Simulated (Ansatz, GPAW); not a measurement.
# A 6-layer slab of Ca(111): converging a work function, part 2 of 2

Wanted: a convergence study on the slab a 6-layer slab of Ca(111).

GPAW 26.7.0 and Ansatz 0.2.0; Ansatz plane waves; slab in vacuum with a dipole correction, relaxation (the session's first sound run).

So far, upper work function (eV): step 2 (relaxing the atoms) 2.95.

### Step 3. The slab's potential

The work function is the vacuum plateau of the electrostatic potential less the Fermi level; a dipole layer lets the two faces have plateaus of their own.

This step: GPAW, PAW setups; slab in vacuum (GPAW 26.7.0).

Contents of run.py:

```python
import json
import numpy as np
from ase import Atoms
from gpaw import GPAW, PW

slab = Atoms(
    ['Ca', 'Ca', 'Ca', 'Ca', 'Ca', 'Ca'],
    positions=[
        [1.97283, 1.13901, 8.00000],
        [3.94566, 2.27803, 11.22161],
        [0.00000, 0.00000, 14.44323],
        [1.97283, 1.13901, 17.62334],
        [3.94566, 2.27803, 20.80505],
        [0.00000, -0.00000, 23.90199]],
    cell=[[3.94566, 0.0, 0.0], [1.97283, 3.41704, 0.0], [0.0, 0.0, 32.10807]],
    pbc=[True, True, False])

slab.calc = GPAW(mode=PW(400), xc='PBE', kpts={'size': (9, 9, 1), 'gamma': True},
                 occupations={'name': 'fermi-dirac', 'width': 0.1}, nbands='140%',
                 convergence={'density': 1e-05}, maxiter=200,
                 poissonsolver={'dipolelayer': 'xy'},
                 symmetry={'tolerance': 1e-3}, txt='slab.txt')
result = {}
energy = slab.get_potential_energy()
fermi = slab.calc.get_fermi_level()
v = slab.calc.get_electrostatic_potential().mean((0, 1)) - fermi
n = slab.calc.get_pseudo_density().mean((0, 1))
L = slab.cell[2, 2]
z = np.arange(len(v)) * L / len(v)
low, high = slab.positions[:, 2].min(), slab.positions[:, 2].max()
below, above = np.interp([low - 5.8, high + 5.8], z, v)
slopes = [np.interp(x, z, np.gradient(v, z)) for x in (low - 5.8, high + 5.8)]
eps = np.array([[slab.calc.get_eigenvalues(k, s) for k in range(len(slab.calc.get_ibz_k_points()))]
                for s in range(slab.calc.get_number_of_spins())]) - fermi
top, bottom = eps[eps < 0].max(), eps[eps > 0].min()
dipole = slab.get_dipole_moment()[2]
print(f'energy {energy:.4f} eV, Fermi level {fermi:.4f} eV, dipole {dipole:.5f} e A')
print(f'potential 5.8 A off the faces, from the Fermi level: lower {below:.4f} eV, upper {above:.4f} eV')
print(f'slope of the potential there: lower {slopes[0]:.5f}, upper {slopes[1]:.5f} eV/A')
print(f'nearest levels on the mesh: {top:.4f} and {bottom:.4f} eV')
print('magnetic moment', round(slab.get_magnetic_moment(), 3))
result.update(energy=energy, fermi=fermi, dipole=dipole, below=below, above=above, slopes=slopes, edges=[top, bottom],
              z=z.tolist(), v=v.tolist(), n=n.tolist(), positions=slab.positions.tolist(),
              forces=slab.get_forces(apply_constraint=False).tolist(), moments=slab.get_magnetic_moments().tolist())
json.dump(result, open('result.json', 'w'))
```

On the command line:

```console
$ OMP_NUM_THREADS=1 OPENBLAS_NUM_THREADS=1 python run.py
```

The program printed:

```text
energy -11.2937 eV, Fermi level 0.8187 eV, dipole 0.00317 e A
potential 5.8 A off the faces, from the Fermi level: lower 3.0037 eV, upper 2.9607 eV
slope of the potential there: lower -0.00102, upper 0.00098 eV/A
nearest levels on the mesh: -0.0066 and 0.0174 eV
magnetic moment 0.0
```

Run time: 74 s. Hardware: 1 thread of AMD EPYC 9R14 (Zen 4), shared host; peak memory 0.31 GiB.

This step gave:

| Item | Value |
| --- | --- |
| dipole along the normal | 0.003172 e·Å |
| levels nearest the Fermi level on the mesh | -0.006589, 0.01741 eV from the Fermi level |
| upper work function | 2.961 eV |
| lower work function | 3.004 eV |

Table of electrostatic potential energy of an electron (without an applied field's), less the Fermi level, planar mean by z:

```csv
z (Å),"electrostatic potential energy of an electron (without an applied field's), less the Fermi level, planar mean (eV)"
0,2.98
1,3.00
2,3.00
3,3.00
4,2.99
5,2.89
6,2.28
7,-0.766
8,-11.9
9,-0.0917
10,0.974
11,-10.0
12,-1.83
13,1.56
14,-6.37
15,-4.54
16,1.61
17,-3.60
18,-7.49
19,1.38
20,-1.56
21,-10.3
22,0.798
23,-0.763
24,-11.5
25,-0.236
26,2.36
27,2.87
28,2.95
29,2.96
30,2.96
31,2.96
32,2.98
```

The pseudo valence density, planar mean oscillates, so the rows of the table below give means over windows of 3.21 Å about each position, cut where the curve ends. Its maxima inside the range that stand out by 2 % of the span (Å: e/Å³): 7.9: 0.685, 11.1: 0.675, 14.3: 0.668, 17.6: 0.684, 20.8: 0.695, 24.0: 0.689. Its minima: 9.6: 0.0505, 12.8: 0.0507, 16.1: 0.0521, 19.3: 0.0517, 22.3: 0.0546.

Table of pseudo valence density, planar mean by z; means over each step:

```csv
z (Å),"pseudo valence density, planar mean (e/Å³)"
1.60,1.2e-5
4.81,0.00425
8.02,0.227
11.23,0.231
14.44,0.231
17.65,0.232
20.86,0.232
24.07,0.226
27.28,0.00312
30.49,8.9e-6
```

Force by atom:

```csv
atom,x (eV/Å),y (eV/Å),z (eV/Å),size
Ca1,0.0000,0.0000,0.0931,0.0931
Ca2,0.0000,0.0000,-0.0592,0.0592
Ca3,0.0000,0.0000,-0.0432,0.0432
Ca4,0.0000,0.0000,0.0057,0.0057
Ca5,0.0000,0.0000,-0.0122,0.0122
Ca6,0.0000,0.0000,0.0155,0.0155
```

The potential is flat to 0.001 eV/Å where it is read, so the vacuum is wide enough. The geometry is the other program's minimum; here the largest force on a free atom is 0.016 eV/Å.

### Step 4. Cutoff 200

The cutoff limits how sharply the smooth valence waves can vary, which tells mostly near the atoms.

Edit run.py of step 3 so:

```diff
@@ -17,3 +17,3 @@
 
-slab.calc = GPAW(mode=PW(400), xc='PBE', kpts={'size': (9, 9, 1), 'gamma': True},
+slab.calc = GPAW(mode=PW(200), xc='PBE', kpts={'size': (9, 9, 1), 'gamma': True},
                  occupations={'name': 'fermi-dirac', 'width': 0.1}, nbands='140%',
```

The program printed:

```text
energy -7.5569 eV, Fermi level 0.8645 eV, dipole 0.00109 e A
potential 5.8 A off the faces, from the Fermi level: lower 3.0369 eV, upper 2.9834 eV
slope of the potential there: lower -0.00317, upper 0.00052 eV/A
nearest levels on the mesh: -0.0044 and 0.0014 eV
magnetic moment 0.0
```

The job ended after 37 s (1 thread; peak memory 0.18 GiB).

The run finished. A setting was moved off its sound value on purpose, so it serves as a test and not as the result.

The fault put into the input: a cutoff under that of the base run: the energy of the cell lies 3.7 eV from the base value (ecut = 200).

The two runs compared:

```csv
quantity,this run,sound run,difference
upper work function (eV),2.9834,2.9607,0.0227
lower work function (eV),3.0369,3.0037,0.0332
```

One result that differs is the lower work function, 3.04 eV against 3.00 eV.

### Step 5. Cutoff 300

The cutoff limits how sharply the smooth valence waves can vary, which tells mostly near the atoms.

Edit run.py of step 4 so:

```diff
@@ -17,3 +17,3 @@
 
-slab.calc = GPAW(mode=PW(200), xc='PBE', kpts={'size': (9, 9, 1), 'gamma': True},
+slab.calc = GPAW(mode=PW(300), xc='PBE', kpts={'size': (9, 9, 1), 'gamma': True},
                  occupations={'name': 'fermi-dirac', 'width': 0.1}, nbands='140%',
```

The program printed:

```text
energy -10.2012 eV, Fermi level 0.8229 eV, dipole 0.00327 e A
potential 5.8 A off the faces, from the Fermi level: lower 3.0044 eV, upper 2.9622 eV
slope of the potential there: lower -0.00107, upper 0.00116 eV/A
nearest levels on the mesh: -0.0067 and 0.0181 eV
magnetic moment 0.0
```

Wall time 51 s (1 thread); peak memory 0.23 GiB.

The run finished. A setting was moved off its sound value on purpose, so it serves as a test and not as the result.

The fault put into the input: a cutoff under that of the base run: the energy of the cell lies 1.1 eV from the base value (ecut = 300).

The two runs compared:

```csv
quantity,this run,sound run,difference
dipole along the normal (e·Å),0.0032720,0.0031721,1.0e-4
upper work function (eV),2.9622,2.9607,0.00149
lower work function (eV),3.0044,3.0037,7.0e-4
```

### Step 6. Cutoff 700: ecut = 700

The cutoff limits how sharply the smooth valence waves can vary, which tells mostly near the atoms.

Edit run.py of step 5 so:

```diff
@@ -17,3 +17,3 @@
 
-slab.calc = GPAW(mode=PW(300), xc='PBE', kpts={'size': (9, 9, 1), 'gamma': True},
+slab.calc = GPAW(mode=PW(700), xc='PBE', kpts={'size': (9, 9, 1), 'gamma': True},
                  occupations={'name': 'fermi-dirac', 'width': 0.1}, nbands='140%',
```

The program printed:

```text
energy -11.4676 eV, Fermi level 0.8189 eV, dipole 0.00319 e A
potential 5.8 A off the faces, from the Fermi level: lower 3.0041 eV, upper 2.9615 eV
slope of the potential there: lower -0.00098, upper 0.00099 eV/A
nearest levels on the mesh: -0.0066 and 0.0172 eV
magnetic moment 0.0
```

Elapsed: 3.2 min, on 1 thread; peak memory 0.54 GiB.

This step gave:

```yaml
dipole_along_the_normal: 0.003189 e·Å
levels_nearest_the_fermi_level_on_the_mesh: -0.006557, 0.01723 eV from the Fermi level
upper_work_function: 2.962 eV
```

The electrostatic potential energy of an electron (without an applied field's), less the Fermi level, planar mean oscillates, so the rows of the table below give means over windows of 3.19 Å about each position, cut where the curve ends. Its maxima inside the range that stand out by 2 % of the span (Å: eV): 9.7: 1.68, 12.9: 1.70, 16.1: 1.62, 19.2: 1.60, 22.4: 1.44. Its minima: 8.0: -11.9, 11.2: -11.8, 14.5: -11.7, 17.7: -11.6, 20.8: -11.8, 23.9: -11.9.

Electrostatic potential energy of an electron (without an applied field's), less the Fermi level, planar mean against z; means over each step:

```csv
z (Å),"electrostatic potential energy of an electron (without an applied field's), less the Fermi level, planar mean (eV)"
1.59,3.00
4.79,2.76
7.98,-3.47
11.17,-3.23
14.36,-3.23
17.55,-3.24
20.73,-3.23
23.93,-3.48
27.12,2.72
30.31,2.96
```

The pseudo valence density, planar mean oscillates, so the rows of the table below give means over windows of 3.11 Å about each position, cut where the curve ends. Its maxima inside the range that stand out by 2 % of the span (Å: e/Å³): 8.0: 0.702, 11.3: 0.679, 14.4: 0.697, 17.7: 0.685, 20.8: 0.701, 23.9: 0.704. Its minima: 9.7: 0.0506, 12.8: 0.0508, 16.1: 0.0521, 19.2: 0.0517, 22.3: 0.0546.

Table of pseudo valence density, planar mean by z; means over each step:

```csv
z (Å),"pseudo valence density, planar mean (e/Å³)"
1.55,1.0e-5
4.67,0.00322
7.78,0.231
10.89,0.237
14.00,0.237
17.11,0.237
20.22,0.237
23.33,0.239
26.44,0.0112
29.55,4.9e-5
```

Force by atom:

```csv
atom,x (eV/Å),y (eV/Å),z (eV/Å),size
Ca1,0.0000,0.0000,0.0923,0.0923
Ca2,0.0000,0.0000,-0.0588,0.0588
Ca3,0.0000,0.0000,-0.0428,0.0428
Ca4,0.0000,0.0000,0.0057,0.0057
Ca5,0.0000,0.0000,-0.0120,0.0120
Ca6,0.0000,0.0000,0.0162,0.0162
```

The upper face's work function is 2.962 eV, against 2.961 eV in the first plane-wave PBE run at this geometry.

### Step 7. K mesh 3×3

The mesh in the plane samples the bands: a metal's Fermi level needs it dense, and band edges must lie on it.

Edit run.py of step 6 so:

```diff
@@ -17,3 +17,3 @@
 
-slab.calc = GPAW(mode=PW(700), xc='PBE', kpts={'size': (9, 9, 1), 'gamma': True},
+slab.calc = GPAW(mode=PW(400), xc='PBE', kpts={'size': (3, 3, 1), 'gamma': True},
                  occupations={'name': 'fermi-dirac', 'width': 0.1}, nbands='140%',
```

The program printed:

```text
energy -10.9943 eV, Fermi level 0.7947 eV, dipole 0.00424 e A
potential 5.8 A off the faces, from the Fermi level: lower 3.1341 eV, upper 3.0767 eV
slope of the potential there: lower -0.00095, upper 0.00091 eV/A
nearest levels on the mesh: -0.1010 and 0.0926 eV
magnetic moment 0.0
```

The job ended after 26 s (1 thread; peak memory 0.25 GiB).

The run finished with changed settings (kpts = [3, 3]); it serves as a test.

Side by side:

```csv
quantity,this run,sound run,difference
dipole along the normal (e·Å),0.0042423,0.0031721,0.00107
upper work function (eV),3.0767,2.9607,0.116
lower work function (eV),3.1341,3.0037,0.130
```

One result that differs is the lower work function, 3.13 eV against 3.00 eV.

### Step 8. K mesh 5×5

The mesh in the plane samples the bands: a metal's Fermi level needs it dense, and band edges must lie on it.

Edit run.py of step 7 so:

```diff
@@ -17,3 +17,3 @@
 
-slab.calc = GPAW(mode=PW(400), xc='PBE', kpts={'size': (3, 3, 1), 'gamma': True},
+slab.calc = GPAW(mode=PW(400), xc='PBE', kpts={'size': (5, 5, 1), 'gamma': True},
                  occupations={'name': 'fermi-dirac', 'width': 0.1}, nbands='140%',
```

The program printed:

```text
energy -11.2713 eV, Fermi level 0.8104 eV, dipole 0.00305 e A
potential 5.8 A off the faces, from the Fermi level: lower 2.9877 eV, upper 2.9464 eV
slope of the potential there: lower -0.00100, upper 0.00097 eV/A
nearest levels on the mesh: -0.0783 and 0.0000 eV
magnetic moment 0.0
```

It took 36 s on 1 thread; peak memory 0.26 GiB.

The run finished with changed settings (kpts = [5, 5]); it serves as a test.

Side by side:

```csv
quantity,this run,sound run,difference
dipole along the normal (e·Å),0.0030451,0.0031721,-1.3e-4
upper work function (eV),2.9464,2.9607,-0.0143
lower work function (eV),2.9877,3.0037,-0.0160
```

### Step 9. K mesh 14×14: kpts = [14, 14]

The mesh in the plane samples the bands: a metal's Fermi level needs it dense, and band edges must lie on it.

Edit run.py of step 8 so:

```diff
@@ -17,3 +17,3 @@
 
-slab.calc = GPAW(mode=PW(400), xc='PBE', kpts={'size': (5, 5, 1), 'gamma': True},
+slab.calc = GPAW(mode=PW(400), xc='PBE', kpts={'size': (14, 14, 1), 'gamma': True},
                  occupations={'name': 'fermi-dirac', 'width': 0.1}, nbands='140%',
```

The program printed:

```text
energy -11.2970 eV, Fermi level 0.8179 eV, dipole 0.00315 e A
potential 5.8 A off the faces, from the Fermi level: lower 3.0035 eV, upper 2.9608 eV
slope of the potential there: lower -0.00101, upper 0.00098 eV/A
nearest levels on the mesh: -0.0137 and 0.0011 eV
magnetic moment 0.0
```

The job ended after 2.5 min (1 thread; peak memory 0.39 GiB).

Numbers from this step:

```yaml
dipole_along_the_normal: 0.003150 e·Å
levels_nearest_the_fermi_level_on_the_mesh: -0.01365, 0.001142 eV from the Fermi level
upper_work_function: 2.961 eV
```

The upper face's work function is 2.961 eV, against 2.961 eV in the first plane-wave PBE run at this geometry.

### Step 10. Scheme Fermi-Dirac, smearing 0.01

Smearing changes the occupations near the Fermi level, and with them the level itself. Smearing helps the SCF of a metal converge, but it blurs occupations at band edges near the Fermi level.

Edit run.py of step 9 so:

```diff
@@ -17,4 +17,4 @@
 
-slab.calc = GPAW(mode=PW(400), xc='PBE', kpts={'size': (14, 14, 1), 'gamma': True},
-                 occupations={'name': 'fermi-dirac', 'width': 0.1}, nbands='140%',
+slab.calc = GPAW(mode=PW(400), xc='PBE', kpts={'size': (9, 9, 1), 'gamma': True},
+                 occupations={'name': 'fermi-dirac', 'width': 0.01}, nbands='140%',
                  convergence={'density': 1e-05}, maxiter=200,
```

The program printed:

```text
energy -11.2941 eV, Fermi level 0.8405 eV, dipole 0.00401 e A
potential 5.8 A off the faces, from the Fermi level: lower 2.9632 eV, upper 2.9089 eV
slope of the potential there: lower -0.00110, upper 0.00104 eV/A
nearest levels on the mesh: -0.0093 and 0.0047 eV
magnetic moment 0.0
```

Wall time 69 s (1 thread); peak memory 0.31 GiB.

Numbers from this step:

- dipole along the normal: 0.004015 e·Å
- levels nearest the Fermi level on the mesh: -0.009265, 0.004735 eV from the Fermi level
- upper work function: 2.909 eV
- lower work function: 2.963 eV

The upper face's work function is 2.909 eV, against 2.961 eV in the first plane-wave PBE run at this geometry.

### Step 11. All levels side by side

Times are for 1 thread of AMD EPYC 9R14 (Zen 4), shared host. The series side by side:

```csv
no.,run,upper work function (eV),lower work function (eV),time,memory (GiB)
1,pw,2.961,3.004,74 s,0.31
2,cutoff 700,2.962,3.004,3.2 min,0.54
3,k mesh 14×14,2.961,3.004,2.5 min,0.39
4,"scheme Fermi-Dirac, smearing 0.01",2.909,2.963,69 s,0.31
```

### Step 12. Without the dipole layer

The dipole layer is taken out and the cell repeats along the normal.

Edit run.py of step 10 so:

```diff
@@ -15,8 +15,7 @@
     cell=[[3.94566, 0.0, 0.0], [1.97283, 3.41704, 0.0], [0.0, 0.0, 32.10807]],
-    pbc=[True, True, False])
+    pbc=[True, True, True])
 
 slab.calc = GPAW(mode=PW(400), xc='PBE', kpts={'size': (9, 9, 1), 'gamma': True},
-                 occupations={'name': 'fermi-dirac', 'width': 0.01}, nbands='140%',
+                 occupations={'name': 'fermi-dirac', 'width': 0.1}, nbands='140%',
                  convergence={'density': 1e-05}, maxiter=200,
-                 poissonsolver={'dipolelayer': 'xy'},
                  symmetry={'tolerance': 1e-3}, txt='slab.txt')
```

The program printed:

```text
energy -11.2937 eV, Fermi level 0.8185 eV, dipole 0.00935 e A
potential 5.8 A off the faces, from the Fermi level: lower 2.9912 eV, upper 2.9733 eV
slope of the potential there: lower 0.00289, upper 0.00489 eV/A
nearest levels on the mesh: -0.0066 and 0.0174 eV
magnetic moment 0.0
```

Run time: 58 s. Hardware: 1 thread; peak memory 0.31 GiB.

The run finished with changed settings (dipole = false and pbc_z = true); it serves as a test.

Side by side:

```csv
quantity,this run,sound run,difference
dipole along the normal (e·Å),0.0093539,0.0031721,0.00618
upper work function (eV),2.9733,2.9607,0.0125
lower work function (eV),2.9912,3.0037,-0.0125
```

### Step 13. Side by side

Results and costs are gathered.

This step: comparison of work functions, dipole and cost (GPAW 26.7.0).

Ladder, by row:

```csv
step,code,"work function, upper (eV)","work function, lower (eV)",dipole (e Å),wall time (s),peak memory (GiB),threads
pw,GPAW,2.961,3.004,0.003172,73.73,0.31,1
ecut200,GPAW,2.983,3.037,0.00109,36.73,0.18,1
ecut300,GPAW,2.962,3.004,0.003272,50.95,0.23,1
ecut700,GPAW,2.962,3.004,0.003189,189.9,0.54,1
k3,GPAW,3.077,3.134,0.004242,26.26,0.25,1
k5,GPAW,2.946,2.988,0.003045,36.47,0.26,1
k14,GPAW,2.961,3.004,0.00315,151.1,0.39,1
smear,GPAW,2.909,2.963,0.004015,69,0.31,1
nodip,GPAW,2.973,2.991,0.009354,57.86,0.31,1
```

### Step 14. A changed run

One more run, with changed settings.

This step: GPAW, PAW setups; slab in vacuum (GPAW 26.7.0).

Edit run.py of step 12 so:

```diff
@@ -15,3 +15,3 @@
     cell=[[3.94566, 0.0, 0.0], [1.97283, 3.41704, 0.0], [0.0, 0.0, 32.10807]],
-    pbc=[True, True, True])
+    pbc=[True, True, False])
 
@@ -19,3 +19,4 @@
                  occupations={'name': 'fermi-dirac', 'width': 0.1}, nbands='140%',
-                 convergence={'density': 1e-05}, maxiter=200,
+                 convergence={'density': 1e-05}, maxiter=50,
+                 poissonsolver={'dipolelayer': 'xy'},
                  symmetry={'tolerance': 1e-3}, txt='slab.txt')
@@ -29,4 +30,4 @@
 low, high = slab.positions[:, 2].min(), slab.positions[:, 2].max()
-below, above = np.interp([low - 5.8, high + 5.8], z, v)
-slopes = [np.interp(x, z, np.gradient(v, z)) for x in (low - 5.8, high + 5.8)]
+below, above = np.interp([low - 1.0, high + 1.0], z, v)
+slopes = [np.interp(x, z, np.gradient(v, z)) for x in (low - 1.0, high + 1.0)]
 eps = np.array([[slab.calc.get_eigenvalues(k, s) for k in range(len(slab.calc.get_ibz_k_points()))]
@@ -36,3 +37,3 @@
 print(f'energy {energy:.4f} eV, Fermi level {fermi:.4f} eV, dipole {dipole:.5f} e A')
-print(f'potential 5.8 A off the faces, from the Fermi level: lower {below:.4f} eV, upper {above:.4f} eV')
+print(f'potential 1.0 A off the faces, from the Fermi level: lower {below:.4f} eV, upper {above:.4f} eV')
 print(f'slope of the potential there: lower {slopes[0]:.5f}, upper {slopes[1]:.5f} eV/A')
```

The program printed:

```text
energy -11.2937 eV, Fermi level 0.8187 eV, dipole 0.00317 e A
potential 1.0 A off the faces, from the Fermi level: lower -0.7657 eV, upper -0.7754 eV
slope of the potential there: lower -6.09062, upper 6.04182 eV/A
nearest levels on the mesh: -0.0066 and 0.0174 eV
magnetic moment 0.0
```

It took 73 s on 1 thread; peak memory 0.31 GiB.

The run finished. A setting was moved off its sound value on purpose, so it serves as a test and not as the result.

The fault put into the input: the potential probed 1 A off the face (probe = 1.0).

### Step 15. Results

- work function, upper and lower face: 2.961 and 3.004 eV
- dipole along the normal: 0.00317 e Å

**Reading.** With plane waves and PBE the work function is 2.96 eV on the upper face and 3.00 eV on the lower. The measured value for polycrystalline Ca, which weights the faces of low work function, is 2.87 eV (as compiled in "Anisotropic work function of elemental crystals", 2019, arxiv:1902.07811); the relaxed upper face lies 0.091 eV over it with PBE. Measured work functions scatter by a tenth of an eV or more between methods. The other smearing (Fermi-Dirac of 0.01 eV in place of Fermi-Dirac of 0.1) moves the two faces by -0.052 and -0.041 eV on the same mesh; a mesh is converged only for its smearing. Over the sound runs of the table the upper face's work function spans 2.909 (smear) to 2.962 eV (ecut700). The in-plane lattice was kept as typed, which isn't the functional's own and leaves some strain; spin-orbit coupling and temperature are left out.

[Logs are printed without paths, hosts, clocks, repeated set-up lines and the standing remarks that a program may print on its own settings, such as how far it seeks lower states.]

[Hosts, paths, dates, database ids (printed as entryN), source tags and the programs' standing remarks are cut or masked in the printed files.]
